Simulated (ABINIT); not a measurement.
An input for ABINIT 10.8.3 (BaLiF3 (Pm-3m)):

```
acell 3*1.0 Angstrom
rprim 
  3.988581640000 0.000000000000 0.000000000000
  0.000000000000 3.988581640000 0.000000000000
  0.000000000000 0.000000000000 3.988581640000
ntypat 3
znucl 56 3 9
natom 5
typat 1 2 3 3 3
xred 
  0.000000000000 0.000000000000 0.000000000000
  0.500000000000 0.500000000000 0.500000000000
  0.000000000000 0.500000000000 0.500000000000
  0.500000000000 0.500000000000 0.000000000000
  0.500000000000 0.000000000000 0.500000000000
pp_dirpath "pseudos"
pseudos "Ba.upf, Li.upf, F.upf"
ecut 36
ngkpt 2 2 2
nshiftk 1
shiftk 0 0 0
kptopt 1
chksymbreak 0
istwfk *1
occopt 1
irdwfk 1
optdriver 4
nband 59
gwcalctyp 10
ecutsigx 36
symsigma 1
nkptgw 4
kptgw 
  0.0000000000 0.0000000000 0.0000000000
  0.5000000000 0.0000000000 0.0000000000
  0.5000000000 0.5000000000 0.0000000000
  0.5000000000 0.5000000000 0.5000000000
bdgw 
  6 26
  6 26
  6 26
  6 26
ecuteps 3.9
irdscr 1
ppmodel 1
irdqps 1
indata_prefix "in"
outdata_prefix "out"
tmpdata_prefix "tmp"
```

```sh
OMP_NUM_THREADS=1 mpirun -n 4 abinit run.abi > log
```

**Question.** Estimate wall time and host memory on 4 MPI ranks of Arm Neoverse N1, shared host.

It took 30 s; on shared hardware allow 15 s to 61 s. Peak host memory was 1.1 GiB.

[Paths, hosts, dates, memory and timing lines, banners, echoed tables and standing remarks are left out of the program output.]

[Logs are printed without paths, hosts, clocks, repeated set-up lines and the standing remarks that a program may print on its own settings, such as how far it seeks lower states.]

[Runs of the session that timed out or met a known fault of the program may be left out.]

[Hosts, paths, dates, database ids (printed as entryN), source tags and the programs' standing remarks are cut or masked in the printed files.]

[G0W0 gaps are taken among the corrected bands and points alone; a level outside them can change the order at an edge.]

[Where Ansatz stands beside ABINIT at settings called matched, ABINIT's density can come from a denser mesh and the files from another edition; pairs whose starting gaps differed by over 0.03 eV were left out, so agreement reads better than it is.]
